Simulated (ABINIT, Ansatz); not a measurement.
**Ba2SrTeO6 (R-3): changed settings of a GW run in ABINIT**

What do changed inputs do to GW on Ba2SrTeO6 (R-3)?

Calculated with ABINIT 10.8.3; LDA and many-body steps on it, plane waves.

## Step 1: The structure

The structure is trigonal, space group R-3 (No. 148). The conventional cell has a = 6.189 Å, b = 6.189 Å, c = 14.900 Å, α = 90.00°, β = 90.00°, γ = 120.00°. Nearest to Ba lie 12 O at 2.79 to 3.42 Å. Nearest to Sr lie 6 O at 2.44 Å. Nearest to Te lie 6 O at 1.96 Å. Nearest to O lie 1 Te at 1.96 Å and 1 Sr at 2.44 Å and 4 Ba at 2.79 to 3.42 Å. Farther neighbours and most contacts between anions are not listed.

The cell and positions are those that the Materials Project relaxed with its own functionals (PBE, PBE+U or r2SCAN), kept fixed. Spin-orbit coupling is left out unless a step names it.

## Step 2: Screening, 2×2×2 mesh, 245 bands, screening to 141.5 eV

This step: ABINIT 10.8.3; RPA screening on LDA, plane waves, norm-conserving pseudopotentials.

The RPA dielectric matrix is built and inverted for each q.

Input file run.abi:

```
acell 3*1.0 Angstrom
rprim 
  3.094471017325 1.786593674874 4.966610984592
  -3.094471017325 1.786593674874 4.966610984592
  -0.000000000000 -3.573187349682 4.966610984616
ntypat 4
znucl 56 38 52 8
natom 10
typat 1 1 2 3 4 4 4 4 4 4
xred 
  0.252060000000 0.252060000000 0.252060000000
  0.747940000000 0.747940000000 0.747940000000
  0.000000000000 0.000000000000 0.000000000000
  0.500000000000 0.500000000000 0.500000000000
  0.328441000000 0.717506000000 0.226340000000
  0.717506000000 0.226340000000 0.328441000000
  0.226340000000 0.328441000000 0.717506000000
  0.671559000000 0.282494000000 0.773660000000
  0.773660000000 0.671559000000 0.282494000000
  0.282494000000 0.773660000000 0.671559000000
pp_dirpath "pseudos"
pseudos "Ba.upf, Sr.upf, Te.upf, O.upf"
ecut 42
ngkpt 2 2 2
nshiftk 1
shiftk 0 0 0
kptopt 1
chksymbreak 0
istwfk *1
occopt 1
irdwfk 1
optdriver 3
nband 245
ecuteps 5.2
inclvkb 2
awtr 1
symchi 1
indata_prefix "in"
outdata_prefix "out"
tmpdata_prefix "tmp"
```

The run is started by

```console
> OMP_NUM_THREADS=1 mpirun -n 4 abinit run.abi > log
```

Output:

```text
.Version 10.8.3 of ABINIT. v10.8.2 released Aug 2026.

 Symmetries : space group R-3 (#148); Bravais hR (rhombohedral)
[... echo of the input left out ...]
== DATASET  1 ==================================================================
-   mpi_nproc: 4, omp_nthreads: 1 (-1 if OMP is not activated)

--- !DatasetInfo
iteration_state: {dtset: 1, }
dimensions: {natom: 10, nkpt: 4, mband: 245, nsppol: 1, nspinor: 1, nspden: 1, mpw: 14476, }
cutoff_energies: {ecut:  42.0, pawecutdg:  -1.0, }
electrons: {nelect:   9.00000000E+01, charge:   0.00000000E+00, occopt:   1.00000000E+00, tsmear:   1.00000000E-02, }

 SCREENING: Calculation of the susceptibility and dielectric matrices

 Based on a program developped by R.W. Godby, V. Olevano, G. Onida, and L. Reining.
 Incorporated in ABINIT by V. Olevano, G.-M. Rignanese, and M. Torrent.
.Using double precision arithmetic ; gwpc =  8

[... cell and pseudopotentials left out ...]
--------------------------------------------------------------------------------

 ==== K-mesh for the wavefunctions ====
 Number of points in the irreducible wedge :     4
[... list of points left out ...]
 Together with  6 symmetry operations and time-reversal symmetry
 yields     8 points in the full Brillouin Zone.

 ==== Q-mesh for the screening function ====
 Number of points in the irreducible wedge :     4
[... list of points left out ...]
 Together with  6 symmetry operations and time-reversal symmetry
 yields     8 points in the full Brillouin Zone.

 setmesh: FFT mesh size selected  =    45x   45x   45
          total number of points  =        91125

 vcoul_init : cutoff-mode = AUXILIARY_FUNCTION
 q-points for optical limit:   1
     1)      0.000010    0.000020    0.000030

- screening: taking advantage of time-reversal symmetry
- Maximum band index for partially occupied states nbvw = 45
- Remaining bands to be divided among processors   nbcw = 200
- Number of bands treated by each node ~50

 Number of electrons calculated from density =   90.0000; Expected =   90.0000
 average of density, n =  0.080951
 r_s =    1.4340
 omega_plasma =   27.4452 [eV]

 calculating chi0 at frequencies [eV] :
  1    0.000000E+00    0.000000E+00
  2    0.000000E+00    2.744522E+01

--------------------------------------------------------------------------------
  q-point number  1        q = ( 0.000000, 0.000000, 0.000000) [r.l.u.]
--------------------------------------------------------------------------------
[... chi0 elements left out ...]
 For q-point:  0.000010 0.000020 0.000030
  dielectric constant =   4.0128
  dielectric constant without local fields =   4.4893

  Average fulfillment of the sum rule on Im[epsilon] for q-point    1 :     61.95  [%]
[... wings left out ...]
  q-point number  2        q = ( 0.500000, 0.000000, 0.000000) [r.l.u.]
--------------------------------------------------------------------------------
[... chi0 elements left out ...]
  Average fulfillment of the sum rule on Im[epsilon] for q-point    2 :     66.75  [%]

 [... 2 further q-points ...]
```

The job ended after 4.8 min (4 MPI ranks of Arm Neoverse V1, shared host; peak memory 3.5 GiB; 19 min of CPU time).

Numbers from this step:

```yaml
eps_infinity_with_local_fields_on_this_mesh_along_the_program_s_q_direction: 4.013
the_same_without_local_fields: 4.489
plasma_frequency: 27.45 eV
plane_waves_in_the_screening_matrix: 615
```

Local fields lower ε∞ by 11 %. On a Γ-centred mesh this coarse the value itself is usually too large, while a short band sum pulls it down.

## Step 3: Base

The self-energy is evaluated for the states that the input lists, and the levels follow from it, in one-shot runs by the linearised quasiparticle equation.

This step: G0W0 on LDA, plane waves, norm-conserving pseudopotentials.

run.abi: that of step 2 with these lines changed.

```diff
@@ -31,8 +31,17 @@
 irdwfk 1
-optdriver 3
+optdriver 4
 nband 245
+gwcalctyp 0
+ecutsigx 42
+symsigma 1
+nkptgw 2
+kptgw 
+  0.5000000000 0.5000000000 0.0000000000
+  0.0000000000 0.0000000000 0.0000000000
+bdgw 
+  44 47
+  43 48
 ecuteps 5.2
-inclvkb 2
-awtr 1
-symchi 1
+irdscr 1
+ppmodel 1
 indata_prefix "in"
```

Output:

```text
.Version 10.8.3 of ABINIT. v10.8.2 released Aug 2026.

 Symmetries : space group R-3 (#148); Bravais hR (rhombohedral)
[... echo of the input left out ...]
== DATASET  1 ==================================================================
-   mpi_nproc: 4, omp_nthreads: 1 (-1 if OMP is not activated)

--- !DatasetInfo
iteration_state: {dtset: 1, }
dimensions: {natom: 10, nkpt: 4, mband: 245, nsppol: 1, nspinor: 1, nspden: 1, mpw: 14476, }
cutoff_energies: {ecut:  42.0, pawecutdg:  -1.0, }
electrons: {nelect:   9.00000000E+01, charge:   0.00000000E+00, occopt:   1.00000000E+00, tsmear:   1.00000000E-02, }

 SIGMA: Calculation of the GW corrections

 Based on a program developped by R.W. Godby, V. Olevano, G. Onida, and L. Reining.
 Incorporated in ABINIT by V. Olevano, G.-M. Rignanese, and M. Torrent.
.Using double precision arithmetic ; gwpc =  8

[... cell and pseudopotentials left out ...]
--------------------------------------------------------------------------------

 ==== K-mesh for the wavefunctions ====
 Number of points in the irreducible wedge :     4
[... list of points left out ...]
 Together with  6 symmetry operations and time-reversal symmetry
 yields     8 points in the full Brillouin Zone.

 ==== Q-mesh for screening function ====
 Number of points in the irreducible wedge :     4
[... list of points left out ...]
 Together with  6 symmetry operations and time-reversal symmetry
 yields     8 points in the full Brillouin Zone.

 vcoul_init : cutoff-mode = AUXILIARY_FUNCTION
 q-points for optical limit:   1
     1)      0.000010    0.000020    0.000030
 setmesh: FFT mesh size selected  =    72x   72x   72
          total number of points  =       373248

 Number of electrons calculated from density =   90.0000; Expected =   90.0000
 average of density, n =  0.080951
 r_s =    1.4340
 omega_plasma =   27.4452 [eV]

 === KS Band Gaps ===
  >>>> For spin  1
   Minimum direct gap =   3.0686 [eV], located at k-point      :   0.0000  0.0000  0.0000
   Fundamental gap    =   2.9390 [eV], Top of valence bands at :   0.5000  0.5000  0.0000
                                       Bottom of conduction at :   0.0000  0.0000  0.0000
 SIGMA fundamental parameters:
 PLASMON POLE MODEL  1
 number of plane-waves for SigmaX                14397
 number of plane-waves for SigmaC and W            615
 number of plane-waves for wavefunctions         14397
 number of bands                                   245
 number of independent spin polarizations            1
 number of spinorial components                      1
 number of k-points in IBZ                           4
 number of q-points in IBZ                           4
 number of symmetry operations                       6
 number of k-points in BZ                            8
 number of q-points in BZ                            8
 number of frequencies for dSigma/dE                 9
 frequency step for dSigma/dE [eV]                0.25
 number of omega for Sigma on real axis              0
 max omega for Sigma on real axis  [eV]           0.00
 zcut for avoiding poles [eV]                     0.10

 EPSILON^-1 parameters (SCR file):
 dimension of the eps^-1 matrix on file            615
 dimension of the eps^-1 matrix used               615
 number of plane-waves for wavefunctions         14397
 number of bands                                   245
 number of q-points in IBZ                           4
 number of frequencies                               2
 number of real frequencies                          1
 number of imag frequencies                          1

 matrix elements of self-energy operator (all in [eV])

 Perturbative Calculation

--- !SelfEnergy_ee
iteration_state: {dtset: 1, }
kpoint     : [   0.500,    0.500,    0.000, ]
spin       : 1
KS_gap     :    3.385
QP_gap     :    5.710
Delta_QP_KS:    2.325
data: !SigmaeeData |
     Band     E0 <VxcDFT>   SigX SigC(E0)      Z dSigC/dE  Sig(E)    E-E0       E
       44   4.432 -17.973 -23.013   4.541   0.785  -0.273 -18.365  -0.392   4.040
       45   5.078 -19.254 -24.338   4.714   0.782  -0.280 -19.543  -0.289   4.789
       46   8.463 -18.539 -13.614  -2.439   0.819  -0.221 -16.503   2.035  10.499
       47  11.093 -12.109  -6.776  -3.518   0.846  -0.182 -10.574   1.535  12.628

--- !SelfEnergy_ee
iteration_state: {dtset: 1, }
kpoint     : [   0.000,    0.000,    0.000, ]
spin       : 1
KS_gap     :    3.069
QP_gap     :    5.136
Delta_QP_KS:    2.067
data: !SigmaeeData |
     Band     E0 <VxcDFT>   SigX SigC(E0)      Z dSigC/dE  Sig(E)    E-E0       E
       43   4.944 -18.906 -23.972   4.668   0.782  -0.278 -19.217  -0.311   4.633
       44   4.944 -18.906 -23.972   4.668   0.782  -0.278 -19.217  -0.311   4.633
       45   4.948 -19.111 -24.265   4.761   0.781  -0.280 -19.417  -0.306   4.642
       46   8.017 -16.720 -11.989  -2.599   0.826  -0.210 -14.959   1.761   9.777
       47  10.028 -10.518  -5.609  -3.378   0.856  -0.168  -9.206   1.312  11.339
       48  10.028 -10.518  -5.609  -3.378   0.856  -0.168  -9.206   1.312  11.339

== END DATASET(S) ==============================================================
================================================================================

 -outvars: echo values of variables after computation  --------
           etotal      0.0000000000E+00
            nband         245
             nkpt           4
          spgroup         148
 [... the other variables as echoed above ...]

 Calculation completed.
```

Wall time 73 s (4 MPI ranks); peak memory 2.5 GiB.

Numbers from this step:

```
G0W0 gap on the points computed              : 4.988 eV
starting gap on the mesh                     : 2.939 eV
k of the valence top                         : 0.5, 0.5, 0
k of the conduction bottom                   : 0, 0, 0
Z at the valence top                         : 0.782
Z at the conduction bottom                   : 0.826
least direct G0W0 gap on the computed points : 5.135 eV
```

The gap on the mesh goes from 2.94 eV to 4.99 eV, a correction of +2.05 eV.

## Step 4: Scissors in G

run.abi: that of step 3 with these lines changed.

```diff
@@ -46,2 +46,3 @@
 ppmodel 1
+mbpt_sciss 0.5 eV
 indata_prefix "in"
```

Output:

```text
.Version 10.8.3 of ABINIT. v10.8.2 released Aug 2026.

 Symmetries : space group R-3 (#148); Bravais hR (rhombohedral)
[... echo of the input left out ...]
== DATASET  1 ==================================================================
-   mpi_nproc: 4, omp_nthreads: 1 (-1 if OMP is not activated)

--- !DatasetInfo
iteration_state: {dtset: 1, }
dimensions: {natom: 10, nkpt: 4, mband: 245, nsppol: 1, nspinor: 1, nspden: 1, mpw: 14476, }
cutoff_energies: {ecut:  42.0, pawecutdg:  -1.0, }
electrons: {nelect:   9.00000000E+01, charge:   0.00000000E+00, occopt:   1.00000000E+00, tsmear:   1.00000000E-02, }

 SIGMA: Calculation of the GW corrections

 Based on a program developped by R.W. Godby, V. Olevano, G. Onida, and L. Reining.
 Incorporated in ABINIT by V. Olevano, G.-M. Rignanese, and M. Torrent.
.Using double precision arithmetic ; gwpc =  8

[... cell and pseudopotentials left out ...]
--------------------------------------------------------------------------------

 ==== K-mesh for the wavefunctions ====
 Number of points in the irreducible wedge :     4
[... list of points left out ...]
 Together with  6 symmetry operations and time-reversal symmetry
 yields     8 points in the full Brillouin Zone.

 ==== Q-mesh for screening function ====
 Number of points in the irreducible wedge :     4
[... list of points left out ...]
 Together with  6 symmetry operations and time-reversal symmetry
 yields     8 points in the full Brillouin Zone.

 vcoul_init : cutoff-mode = AUXILIARY_FUNCTION
 q-points for optical limit:   1
     1)      0.000010    0.000020    0.000030
 setmesh: FFT mesh size selected  =    72x   72x   72
          total number of points  =       373248

 Number of electrons calculated from density =   90.0000; Expected =   90.0000
[...]
max omega for Sigma on real axis  [eV]           0.00
 zcut for avoiding poles [eV]                     0.10
 scissor energy [eV]                              0.50

 EPSILON^-1 parameters (SCR file):
 dimension of the eps^-1 matrix on file            615
 dimension of the eps^-1 matrix used               615
 number of plane-waves for wavefunctions         14397
 number of bands                                   245
 number of q-points in IBZ                           4
 number of frequencies                               2
 number of real frequencies                          1
 number of imag frequencies                          1

 matrix elements of self-energy operator (all in [eV])

 Perturbative Calculation

--- !SelfEnergy_ee
iteration_state: {dtset: 1, }
kpoint     : [   0.500,    0.500,    0.000, ]
spin       : 1
KS_gap     :    3.385
QP_gap     :    5.762
Delta_QP_KS:    2.376
data: !SigmaeeData |
     Band     E0 <VxcDFT>   SigX SigC(E0)      Z dSigC/dE  Sig(E)    E-E0       E
       44   4.432 -17.973 -23.013   4.560   0.786  -0.273 -18.351  -0.378   4.055
       45   5.078 -19.254 -24.338   4.734   0.782  -0.279 -19.528  -0.274   4.804
       46   8.463 -18.539 -13.614  -2.471   0.820  -0.219 -16.437   2.102  10.565
[...]
--- !SelfEnergy_ee
iteration_state: {dtset: 1, }
kpoint     : [   0.000,    0.000,    0.000, ]
spin       : 1
KS_gap     :    3.069
QP_gap     :    5.187
Delta_QP_KS:    2.118
data: !SigmaeeData |
     Band     E0 <VxcDFT>   SigX SigC(E0)      Z dSigC/dE  Sig(E)    E-E0       E
[...]
47  10.028 -10.518  -5.609  -3.389   0.857  -0.167  -9.144   1.374  11.402
       48  10.028 -10.518  -5.609  -3.389   0.857  -0.167  -9.144   1.374  11.402

== END DATASET(S) ==============================================================
================================================================================

 -outvars: echo values of variables after computation  --------
           etotal      0.0000000000E+00
            nband         245
             nkpt           4
          spgroup         148
 [... the other variables as echoed above ...]

 Calculation completed.
```

It took 73 s on 4 MPI ranks; peak memory 2.5 GiB.

This step gave:

| Quantity | Value |
| --- | --- |
| G0W0 gap on the points computed | 5.039 eV |
| starting gap on the mesh | 2.939 eV |
| k of the valence top | 0.5, 0.5, 0 |
| k of the conduction bottom | 0, 0, 0 |
| Z at the valence top | 0.782 |
| Z at the conduction bottom | 0.827 |
| least direct G0W0 gap on the computed points | 5.187 eV |

(Part 1 of 2 ends here.)

[Paths, hosts, dates, memory and timing lines, banners, echoed tables and standing remarks are left out of the program output.]

[Logs are printed without paths, hosts, clocks, repeated set-up lines and the standing remarks that a program may print on its own settings, such as how far it seeks lower states.]

[Runs of the session that timed out or met a known fault of the program may be left out.]

[Hosts, paths, dates, database ids (printed as entryN), source tags and the programs' standing remarks are cut or masked in the printed files.]

[G0W0 gaps are taken among the corrected bands and points alone; a level outside them can change the order at an edge.]

[Where Ansatz stands beside ABINIT at settings called matched, ABINIT's density can come from a denser mesh and the files from another edition; pairs whose starting gaps differed by over 0.03 eV were left out, so agreement reads better than it is.]
